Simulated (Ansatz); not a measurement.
# Simulated XPS, UPS and emission spectra of SnO2, part 2 of 5

Aim: the valence spectrum of SnO2 from He I to hard X-rays, and which orbitals make each feature.

From the literature, measured:
- Spin–orbit splitting, Sn 3d5/2 to Sn 3d3/2 core-level splitting: 8.4 eV (XPS, monochromatic Al K-alpha; annealed at 950 C; same value for the other samples; 300 K; same value given for all three samples). “Structural and electronic phase evolution of Tin dioxide”, 2016, arxiv:1606.08137.

Ansatz 0.2.0; DFT, PBE, plane-wave PAW, default files, scalar-relativistic (the session's first sound run).

So far. Step 2 (Self-consistent run, DOS and bands): At this lattice the functional leaves a pressure of 11.1 GPa, which widens the bands against the functional's own equilibrium.

## (3) With spin–orbit coupling

This step: DFT, PBE, plane-wave PAW, default files, with spin-orbit coupling (Ansatz 0.2.0).

Spin–orbit coupling splits and shifts levels of heavy atoms, so the bands are solved again with spinors.

The input, input.yaml:

```yaml
crystal:
  lattice:
    - [4.738, 0.0, 0.0]
    - [0.0, 4.738, 0.0]
    - [0.0, 0.0, 3.1865]
  atoms:
    - { symbol: Sn, position: [0.5, 0.5, 0.5] }
    - { symbol: Sn, position: [0.0, 0.0, 0.0] }
    - { symbol: O, position: [0.8071, 0.1929, 0.5] }
    - { symbol: O, position: [0.6929, 0.6929, 0.0] }
    - { symbol: O, position: [0.1929, 0.8071, 0.5] }
    - { symbol: O, position: [0.3071, 0.3071, 0.0] }
kpoints:
  mp_grid: { grid: [6, 6, 8] }
  band_path:
    path:
      - [[0.0, 0.0, 0.0], [0.0, 0.5, 0.0], [0.5, 0.5, 0.0], [0.0, 0.0, 0.0], [0.0, 0.0, 0.5], [0.0, 0.5, 0.5], [0.5, 0.5, 0.5], [0.0, 0.0, 0.5]]
      - [[0.0, 0.5, 0.0], [0.0, 0.5, 0.5]]
      - [[0.5, 0.5, 0.0], [0.5, 0.5, 0.5]]
    npoints: 10
scf:
  occupations: { method: fermi_dirac, width: 0.02 }
  n_extra_bands: 32
hamiltonian:
  xc: pbe
  pseudopotentials: { kind: paw_fr }
output:
  forces: true
  stress: true
  dos:
    projected: true
    de: 0.05
    e_range: [-30, 12]
    nscf_kmesh: { grid: [10, 10, 14] }
    method: { smearing: { sigma: 0.08, scheme: gaussian } }
  fatbands: true
magnetization:
  noncollinear: true
  spin_orbit: true
```

Run with:

```
> ansatz run input.yaml --threads 2 --pin off --max-ram 4096MiB --backend cpu --events-out ev --progress --plain --runs-dir out
```

Numbers of over 12 decimals in the logs are rounded to 6 here.

Log:

```text
[...]
non-collinear run that drives no moment, with spin-orbit: no starting moment large enough to seed its density (crystal.atoms[].spin), no starting occupations that ask for one, no magnetisation constraint and no magnetic field, so the semilocal B_xc is pinned to zero
Crystal: 6 atoms, lattice volume = 71.533 Å³
Basis set: ecut = 420 eV, 1411 PW (Γ), exchange–correlation on 64×64×48 points (8 copies of the dense FFT grid, shifted against one another)
Bands: 84, of which v1, the nominal top of the filled ones, is band 52 counted from 1 (51 counted from 0)
Symmetry: 16 space group operations + 16 with time reversal
[...]
k-points: 50 of 288
Projection manifold: j_resolved (fully-relativistic pseudo-atomic orbitals)
[...]
SCF iter   1: F=—  HF=-14323.211402 eV  |F-HF|=—  |Δ(HF+E_count)|=         —  Δρ=9.04e-2  dr2=4.30e0  dr2_m=0.00e0 (ungated)  ethr=3.10e-3  |M|=0.00e0 ∫|m|=0.00e0 μB  |m|>n=0.0e0 m-floor=0.0e0 τ_xc=0.0e0  β_m=0.30  ⟨swp⟩=5.8  Hψ=9688  notcnv=0  defer=818
[...]
spin=Noncollinear: Resta preconditioning applied to the charge; magnetization (m_x, m_y, m_z) channels mix plain (no charge-response kernel on spin).
SCF iter   2: F=—  HF=-14322.399288 eV  |F-HF|=—  |Δ(HF+E_count)|=   8.12e-1  Δρ=5.55e-2  dr2=1.38e0  dr2_m=0.00e0 (ungated)  ethr=3.10e-3  |M|=0.00e0 ∫|m|=0.00e0 μB  |m|>n=0.0e0 m-floor=0.0e0 τ_xc=0.0e0  β_m=0.48  ⟨swp⟩=2.8  Hψ=3233  notcnv=0  defer=1332
[...]
SCF iter   8: F=-14322.101149 eV  HF=-14322.101149 eV  |F-HF|=3.76e-9  |Δ(HF+E_count)|=   9.99e-8  Δρ=2.11e-6  dr2=3.33e-9  dr2_m=0.00e0 (ungated)  ethr=1.92e-10  |M|=0.00e0 ∫|m|=0.00e0 μB  |m|>n=0.0e0 m-floor=0.0e0 τ_xc=0.0e0  ⟨swp⟩=12.3  Hψ=11981  notcnv=0
SCF 1 converged in 8 iterations: F = -14322.101149 eV  dr2 = 3.33e-9
[...]
NSCF: frozen V_eff on 93 k-points
[...]
SCF converged after 8 iterations
Magnetization: |M| = 0.0000 μB,  M = (+0.0000, +0.0000, +0.0000) μB
Absolute magnetization: 0.0000 μB (∫|m|)
  site 0: m = (+0.0000, +0.0000, +0.0000) μB, |m| = 0.0000 μB  (R = 0.85 Å)
  site 1: m = (+0.0000, +0.0000, +0.0000) μB, |m| = 0.0000 μB  (R = 0.85 Å)
  site 2: m = (+0.0000, +0.0000, +0.0000) μB, |m| = 0.0000 μB  (R = 0.85 Å)
  site 3: m = (+0.0000, +0.0000, +0.0000) μB, |m| = 0.0000 μB  (R = 0.85 Å)
  site 4: m = (+0.0000, +0.0000, +0.0000) μB, |m| = 0.0000 μB  (R = 0.85 Å)
  site 5: m = (+0.0000, +0.0000, +0.0000) μB, |m| = 0.0000 μB  (R = 0.85 Å)
Free energy (F): -14322.101149 eV
[...]
Internal energy: -14322.101149 eV  (E = F + TS)
E sigma→0 (E₀):  -14322.101149 eV
Fermi energy:    10.167652 eV
[...]
--- Forces (eV/Å), atoms counted from 1 ---
  atom   1  Sn    -0.00000000    -0.00000000    -0.00000000
  atom   2  Sn     0.00000000     0.00000000     0.00000000
  atom   3  O     -0.19328316     0.19328316     0.00000000
  atom   4  O      0.19328316     0.19328316    -0.00000000
  atom   5  O      0.19328316    -0.19328316    -0.00000000
  atom   6  O     -0.19328316    -0.19328316     0.00000000
  max |Σ_I F_I| component: 5.55e-17 eV/Å
--- Stress (GPa, compression-positive) ---
       10.059877       0.000000       0.000000
        0.000000      10.059877       0.000000
        0.000000       0.000000      12.986837
  P = ⅓ Tr σ = 11.0355 GPa (110.355 kbar)
--- Band table (eV; the first three rows and the last of 50) ---
  k-point 0: bands = [... 48 lower, 8.7627, 8.7627, 9.5236, 9.5236, 10.8116, 10.8116, 15.6984, 15.6984, ... 28 higher]
  k-point 1: bands = [... 48 lower, 8.7951, 8.7951, 9.3930, 9.3930, 11.7706, 11.7706, 16.0156, 16.0156, ... 28 higher]
  k-point 2: bands = [... 48 lower, 8.6897, 8.6897, 9.0236, 9.0236, 13.3849, 13.3849, 16.4848, 16.4848, ... 28 higher]
  k-point 49: bands = [... 48 lower, 8.6897, 8.6897, 8.6897, 8.6897, 14.4641, 14.4641, 14.4641, 14.4641, ... 28 higher]
```

It took 3.1 min on 2 threads of Intel Xeon Platinum 8259CL at 2.50GHz (Skylake/Cascade Lake), shared host; peak memory 1.2 GiB.

This step gave:

```
free energy                                    : -14322.1011 eV
pressure                                       : 11.04 GPa
gap on the k-mesh                              : 1.288 eV
share of occupied states in no projected shell : 0.0045 of the occupied states in the window
gap on the path                                : 1.288 eV
least direct gap on the path                   : 1.288 eV
```

Electronic bands along the path, in eV, zero at the valence-band maximum; v1 is the highest filled band, c1 the lowest empty one:

| point | v4 | v3 | v2 | v1 | c1 | c2 | c3 | c4 |
| --- | --- | --- | --- | --- | --- | --- | --- | --- |
| Γ | -0.76 | -0.76 | 0.00 | 0.00 | 1.29 | 1.29 | 6.17 | 6.17 |
| halfway | -0.73 | -0.73 | -0.29 | -0.29 | 2.58 | 2.58 | 5.71 | 5.71 |
| X | -0.63 | -0.63 | -0.63 | -0.63 | 4.45 | 4.45 | 4.45 | 4.45 |
| halfway | -0.77 | -0.77 | -0.77 | -0.77 | 4.65 | 4.65 | 4.65 | 4.65 |
| M | -0.90 | -0.90 | -0.90 | -0.90 | 4.86 | 4.86 | 4.86 | 4.86 |
| halfway | -0.83 | -0.83 | -0.48 | -0.48 | 3.35 | 3.35 | 5.44 | 5.44 |
| Γ | -0.76 | -0.76 | 0.00 | 0.00 | 1.29 | 1.29 | 6.17 | 6.17 |
| halfway | -0.83 | -0.83 | -0.50 | -0.50 | 3.86 | 3.86 | 6.96 | 6.96 |
| Z | -1.26 | -1.26 | -1.26 | -1.26 | 6.25 | 6.25 | 6.25 | 6.25 |
| halfway | -1.12 | -1.12 | -1.12 | -1.12 | 6.34 | 6.34 | 6.36 | 6.36 |
| R | -0.69 | -0.69 | -0.68 | -0.68 | 6.52 | 6.52 | 6.53 | 6.53 |
| halfway | -0.98 | -0.98 | -0.97 | -0.97 | 5.52 | 5.52 | 5.57 | 5.57 |
| A | -0.83 | -0.83 | -0.83 | -0.83 | 4.94 | 4.94 | 4.94 | 4.94 |
| halfway | -1.04 | -1.04 | -0.97 | -0.97 | 5.72 | 5.72 | 6.26 | 6.26 |
| Z | -1.26 | -1.26 | -1.26 | -1.26 | 6.25 | 6.25 | 6.25 | 6.25 |
| jump to X | -0.63 | -0.63 | -0.63 | -0.63 | 4.45 | 4.45 | 4.45 | 4.45 |
| halfway | -0.83 | -0.83 | -0.83 | -0.83 | 5.60 | 5.60 | 5.61 | 5.61 |
| R | -0.69 | -0.69 | -0.68 | -0.68 | 6.52 | 6.52 | 6.53 | 6.53 |
| jump to M | -0.90 | -0.90 | -0.90 | -0.90 | 4.86 | 4.86 | 4.86 | 4.86 |
| halfway | -0.86 | -0.86 | -0.86 | -0.86 | 5.19 | 5.19 | 5.19 | 5.19 |
| A | -0.83 | -0.83 | -0.83 | -0.83 | 4.94 | 4.94 | 4.94 | 4.94 |

Of the projections kept (Sn s, Sn p, O s, O p, not projected), the largest for each band there; the rest of the weight can lie on other orbitals:

| point | v4 | v3 | v2 | v1 | c1 | c2 | c3 | c4 |
| --- | --- | --- | --- | --- | --- | --- | --- | --- |
| Γ | O p 0.99 | O p 0.99 | O p 1.00 | O p 1.00 | Sn s 0.64 | Sn s 0.64 | Sn s 0.47 | Sn s 0.47 |
| X | O p 0.97 | O p 0.97 | O p 0.97 | O p 0.97 | Sn s 0.38 | Sn s 0.38 | Sn s 0.38 | Sn s 0.38 |
| M | O p 0.98 | O p 0.98 | O p 0.98 | O p 0.98 | Sn s 0.53 | Sn s 0.53 | Sn s 0.53 | Sn s 0.53 |
| Γ | O p 0.99 | O p 0.99 | O p 1.00 | O p 1.00 | Sn s 0.64 | Sn s 0.64 | Sn s 0.47 | Sn s 0.47 |
| Z | O p 0.97 | O p 0.97 | O p 0.97 | O p 0.97 | Sn s 0.52 | Sn s 0.52 | Sn s 0.52 | Sn s 0.52 |
| R | O p 0.97 | O p 0.97 | O p 0.97 | O p 0.97 | Sn s 0.54 | Sn s 0.54 | Sn s 0.54 | Sn s 0.54 |

Simulated valence spectra by photon energy, shown to 13 eV, since a deeper line would dwarf them at some energies; the 100 % can be that line's tail at the edge; this run's widths, added to any smearing of the DOS itself: Gaussian 0.45 eV, Lorentzian 0.2 eV plus 0.03 an eV of depth. Intensity against binding energy, zero at the valence-band maximum; values in % of the maximum within 13 eV:

| binding energy (eV) | 60 eV | 400 eV | 1486.7 eV | 9251.7 eV |
| --- | --- | --- | --- | --- |
| -1 | 1.88 | 2.61 | 5.71 | 1.13 |
| 0 | 10.5 | 11.0 | 12.5 | 2.05 |
| 1 | 99.5 | 99.0 | 91.7 | 11.4 |
| 2 | 50.9 | 57.7 | 79.7 | 18.8 |
| 3 | 38.1 | 47.3 | 80.3 | 28.3 |
| 4 | 38.4 | 49.2 | 95.3 | 43.3 |
| 5 | 22.7 | 31.8 | 72.3 | 40.5 |
| 6 | 12.1 | 23.0 | 66.4 | 52.5 |
| 7 | 15.2 | 30.5 | 98.3 | 95.4 |
| 8 | 7.65 | 15.8 | 54.3 | 50.1 |
| 9 | 1.95 | 5.34 | 19.8 | 7.37 |
| 10 | 1.65 | 5.29 | 20.3 | 4.64 |
| 11 | 1.79 | 6.32 | 24.6 | 4.56 |
| 12 | 2.19 | 8.32 | 32.2 | 5.50 |

Maxima picked by a test of local sharpness, so broad peaks and shoulders can be missing; peaks within 0.45 eV of a curve's cut are left out. Valence peaks, by row:

| photon energy (eV) | binding energy (eV) | height (% of the maximum within 13 eV) | main shell | its share (%) |
| --- | --- | --- | --- | --- |
| 60 | 19.7 | 308 | Sn 4d | 98.68 |
| 60 | 15.7 | 34.35 | Sn 4d | 61.77 |
| 60 | 7.152 | 15.36 | O 2p | 86.42 |
| 60 | 3.852 | 39.38 | O 2p | 94.56 |
| 60 | 1.052 | 100 | O 2p | 96.99 |
| 400 | 20.55 | 718.6 | Sn 4d | 95.79 |
| 400 | 19.7 | 996.9 | Sn 4d | 96.81 |
| 400 | 17.3 | 184.2 | O 2s | 59.14 |
| 400 | 15.7 | 194.2 | O 2s | 63.98 |
| 400 | 7.102 | 30.72 | O 2p | 39.42 |
| 400 | 3.852 | 50.36 | O 2p | 67.53 |
| 400 | 1.052 | 100 | O 2p | 88.57 |
| 1487 | 20.55 | 3224 | Sn 4d | 97.61 |
| 1487 | 19.7 | 4494 | Sn 4d | 98.17 |
| 1487 | 15.7 | 630.3 | Sn 4d | 48.87 |
| 1487 | 7.202 | 100 | Sn 5s | 60.8 |
| 1487 | 3.902 | 96.24 | Sn 5p | 38.12 |
| 1487 | 1.252 | 99.43 | Sn 4d | 46.25 |
| 9252 | 20.6 | 363.1 | Sn 4d | 92.9 |
| 9252 | 19.7 | 502.8 | Sn 4d | 94.2 |
| 9252 | 17.35 | 141.1 | O 2s | 49.76 |
| 9252 | 15.7 | 129.6 | O 2s | 62.39 |
| 9252 | 7.302 | 100 | Sn 5s | 91.92 |
| 9252 | 4.052 | 43.46 | Sn 5p | 55.42 |

Spectra as before, but with a recipe of its own (widths, and in some runs the light), which changes peak heights and what is resolved: Gaussian 0.45 eV, Lorentzian 0.2 eV plus 0.03 times the binding energy, linear light, analyser at 0°, Fermi edge at 300 K; some photon energies differ too.

The two runs compared:

| quantity | this run | base run | difference |
| --- | --- | --- | --- |
| gap on the path (eV) | 1.288 | 1.2821 | 0.00590 |
| least direct gap on the path (eV) | 1.288 | 1.2821 | 0.00590 |
| gap on the k-mesh (eV) | 1.2880 | 1.2821 | 0.00596 |

At this level the gap is 1.29 eV on the path.

## (4) With RPBE

This step: DFT, RPBE, plane-wave PAW, default files, scalar-relativistic (Ansatz 0.2.0).

The run is repeated with RPBE on the same cell, to see how much the levels hang on the functional.

input.yaml: that of step 3 with these lines changed.

```diff
@@ -22,6 +22,6 @@
   occupations: { method: fermi_dirac, width: 0.02 }
-  n_extra_bands: 32
+  n_extra_bands: 16
 hamiltonian:
-  xc: pbe
-  pseudopotentials: { kind: paw_fr }
+  xc: rpbe
+  pseudopotentials: { kind: paw }
 output:
@@ -34,6 +34,2 @@
     nscf_kmesh: { grid: [10, 10, 14] }
-    method: { smearing: { sigma: 0.08, scheme: gaussian } }
   fatbands: true
-magnetization:
-  noncollinear: true
-  spin_orbit: true
```

Log:

```text
[...]
Crystal: 6 atoms, lattice volume = 71.533 Å³
Basis set: ecut = 420 eV, 1411 PW (Γ), exchange–correlation on 64×64×48 points (8 copies of the dense FFT grid, shifted against one another)
Bands: 42, of which v1, the nominal top of the filled ones, is band 26 counted from 1 (25 counted from 0)
Symmetry: 16 space group operations
[...]
k-points: 50 of 288
[...]
SCF iter   1: F=—  HF=-14341.732370 eV  |F-HF|=—  |Δ(HF+E_count)|=         —  Δρ=4.37e-3  dr2=1.01e-2  ethr=1.77e-3  ⟨swp⟩=5.9  Hψ=9365  notcnv=0  defer=190
[...]
SCF iter   6: F=-14341.731756 eV  HF=-14341.731756 eV  |F-HF|=3.10e-8  |Δ(HF+E_count)|=   3.62e-6  Δρ=7.01e-6  dr2=2.44e-8  ethr=1.92e-10  ⟨swp⟩=10.9  Hψ=12723  notcnv=0
SCF 1 converged in 6 iterations: F = -14341.731756 eV  dr2 = 2.44e-8
[...]
SCF converged after 6 iterations
Free energy (F): -14341.731756 eV
[...]
Internal energy: -14341.731756 eV  (E = F + TS)
E sigma→0 (E₀):  -14341.731756 eV
Fermi energy:    10.356066 eV
[...]
--- Forces (eV/Å), atoms counted from 1 ---
  atom   1  Sn     0.00000000     0.00000000    -0.00000000
  atom   2  Sn     0.00000000    -0.00000000     0.00000000
  atom   3  O     -0.21685603     0.21685603     0.00000000
  atom   4  O      0.21685603     0.21685603    -0.00000000
  atom   5  O      0.21685603    -0.21685603    -0.00000000
  atom   6  O     -0.21685603    -0.21685603     0.00000000
  max |Σ_I F_I| component: 5.55e-17 eV/Å
--- Stress (GPa, compression-positive) ---
       14.294551       0.000000       0.000000
        0.000000      14.294551       0.000000
        0.000000       0.000000      17.481081
  P = ⅓ Tr σ = 15.3567 GPa (153.567 kbar)
--- Band table (eV; the first three rows and the last of 50) ---
  k-point 0: bands = [... 22 lower, 8.4579, 8.9034, 8.9034, 9.6693, 11.0427, 15.9558, 16.1790, 16.1790, ... 12 higher]
  k-point 1: bands = [... 22 lower, 7.8866, 8.9387, 8.9387, 9.5408, 11.9924, 16.2679, 16.8267, 16.8267, ... 12 higher]
  k-point 2: bands = [... 22 lower, 7.1698, 8.8382, 8.8382, 9.1775, 13.6031, 16.7275, 18.2574, 18.2574, ... 12 higher]
  k-point 49: bands = [... 22 lower, 8.7111, 8.7111, 8.8383, 8.8383, 14.7014, 14.7014, 18.7531, 18.7531, ... 12 higher]
```

It took 18 s on 2 threads; peak memory 0.54 GiB.

Numbers from this step:

- free energy: -14341.7318 eV
- Fermi energy: 10.36 eV
- pressure: 15.36 GPa
- gap on the k-mesh: 1.373 eV
- share of occupied states in no projected shell: 0.0044 of the occupied states in the window
- gap on the path: 1.373 eV
- least direct gap on the path: 1.373 eV

The electronic bands at the labelled points (eV, zero at the valence-band maximum; v1 is the highest filled band, c1 the lowest empty one):

| point | v4 | v3 | v2 | v1 | c1 | c2 |
| --- | --- | --- | --- | --- | --- | --- |
| Γ | -1.21 | -0.77 | -0.77 | 0.00 | 1.37 | 6.29 |
| halfway | -1.20 | -1.17 | -0.73 | -0.28 | 2.65 | 5.82 |
| X | -1.17 | -1.17 | -0.63 | -0.63 | 4.54 | 4.54 |
| halfway | -1.23 | -1.23 | -0.76 | -0.76 | 4.74 | 4.74 |
| M | -1.29 | -1.29 | -0.89 | -0.89 | 4.94 | 4.94 |
| halfway | -1.25 | -1.17 | -0.82 | -0.47 | 3.43 | 5.55 |
| Γ | -1.21 | -0.77 | -0.77 | 0.00 | 1.37 | 6.29 |
| halfway | -2.50 | -0.83 | -0.83 | -0.49 | 3.93 | 7.06 |
| Z | -1.62 | -1.62 | -1.25 | -1.25 | 6.33 | 6.33 |
| halfway | -1.40 | -1.40 | -1.11 | -1.11 | 6.44 | 6.44 |
| R | -1.09 | -1.09 | -0.68 | -0.68 | 6.61 | 6.61 |
| halfway | -1.00 | -1.00 | -0.97 | -0.97 | 5.64 | 5.64 |
| A | -0.96 | -0.96 | -0.83 | -0.83 | 5.03 | 5.03 |
| halfway | -1.25 | -1.23 | -1.04 | -0.96 | 5.80 | 6.35 |
| Z | -1.62 | -1.62 | -1.25 | -1.25 | 6.33 | 6.33 |
| jump to X | -1.17 | -1.17 | -0.63 | -0.63 | 4.54 | 4.54 |
| halfway | -1.25 | -1.25 | -0.82 | -0.82 | 5.69 | 5.69 |
| R | -1.09 | -1.09 | -0.68 | -0.68 | 6.61 | 6.61 |
| jump to M | -1.29 | -1.29 | -0.89 | -0.89 | 4.94 | 4.94 |
| halfway | -0.86 | -0.86 | -0.85 | -0.85 | 5.27 | 5.27 |
| A | -0.96 | -0.96 | -0.83 | -0.83 | 5.03 | 5.03 |

Of the projections kept (Sn s, Sn p, O s, O p, not projected), the largest for each band there; the rest of the weight can lie on other orbitals:

| point | v4 | v3 | v2 | v1 | c1 | c2 |
| --- | --- | --- | --- | --- | --- | --- |
| Γ | O p 0.96 | O p 0.99 | O p 0.99 | O p 1.00 | Sn s 0.65 | Sn s 0.48 |
| X | O p 0.97 | O p 0.97 | O p 0.97 | O p 0.97 | Sn s 0.39 | Sn s 0.39 |
| M | O p 0.96 | O p 0.96 | O p 0.99 | O p 0.99 | Sn s 0.54 | Sn s 0.54 |
| Γ | O p 0.96 | O p 0.99 | O p 0.99 | O p 1.00 | Sn s 0.65 | Sn s 0.48 |
| Z | O p 0.98 | O p 0.98 | O p 0.97 | O p 0.97 | Sn s 0.52 | Sn s 0.52 |
| R | O p 0.99 | O p 0.99 | O p 0.97 | O p 0.97 | Sn s 0.54 | Sn s 0.54 |

Maxima picked by a test of local sharpness, so broad peaks and shoulders can be missing; peaks within 0.45 eV of a curve's cut are left out. Valence peaks, by row:

| photon energy (eV) | binding energy (eV) | height (% of the maximum within 13 eV) | main shell | its share (%) |
| --- | --- | --- | --- | --- |
| 100 | 20.01 | 109.3 | Sn 4d | 95.3 |
| 100 | 17.31 | 24.08 | O 2s | 76.45 |
| 100 | 15.76 | 27.21 | O 2s | 78.79 |
| 100 | 7.16 | 15.05 | O 2p | 87 |
| 100 | 3.81 | 39.39 | O 2p | 95.44 |
| 100 | 0.9096 | 100 | O 2p | 99.16 |
| 1487 | 19.96 | 5115 | Sn 4d | 99.24 |
| 1487 | 17.51 | 441.3 | Sn 4d | 56.21 |
| 1487 | 15.76 | 468.8 | Sn 4d | 54.19 |
| 1487 | 7.21 | 69.54 | Sn 5s | 56.19 |
| 1487 | 3.86 | 77.72 | Sn 5p | 33.68 |
| 1487 | 1.21 | 100 | O 2p | 52.96 |
| 8048 | 19.96 | 1387 | Sn 4d | 98.33 |
| 8048 | 17.46 | 183.8 | O 2s | 42.11 |
| 8048 | 15.76 | 178.3 | O 2s | 51.76 |
| 8048 | 7.31 | 100 | Sn 5s | 89.14 |
| 8048 | 3.91 | 54.21 | Sn 5p | 60.06 |
| 8048 | 1.26 | 23.56 | Sn 4d | 45.26 |

Spectra as before, but with a recipe of its own (widths, and in some runs the light), which changes peak heights and what is resolved: Gaussian 0.2 eV, Lorentzian 0.2 eV plus 0.03 times the binding energy, linear light, analyser at 54.7°, Fermi edge at 20 K; some photon energies differ too.

The two runs compared:

| quantity | this run | base run | difference |
| --- | --- | --- | --- |
| gap on the path (eV) | 1.3733 | 1.2821 | 0.0912 |
| least direct gap on the path (eV) | 1.3733 | 1.2821 | 0.0912 |
| gap on the k-mesh (eV) | 1.3733 | 1.2821 | 0.0913 |

The two runs differ clearly in the gap on the k-mesh: 1.37 eV against 1.28 eV.

At this level the gap is 1.37 eV on the path.

(Part 2 of 5 ends here.)

[Logs are printed without paths, hosts, clocks, repeated set-up lines and the standing remarks that a program may print on its own settings, such as how far it seeks lower states.]

[Hosts, paths, dates, database ids (printed as entryN), source tags and the programs' standing remarks are cut or masked in the printed files.]

[Maps of the electrostatic potential energy from Ansatz leave out the sawtooth potential of an applied field or a dipole correction, so their vacuum need not be flat; work functions include it.]

[Peak lists hold at most the 14 tallest peaks of each spectrum; further lines can be left out.]
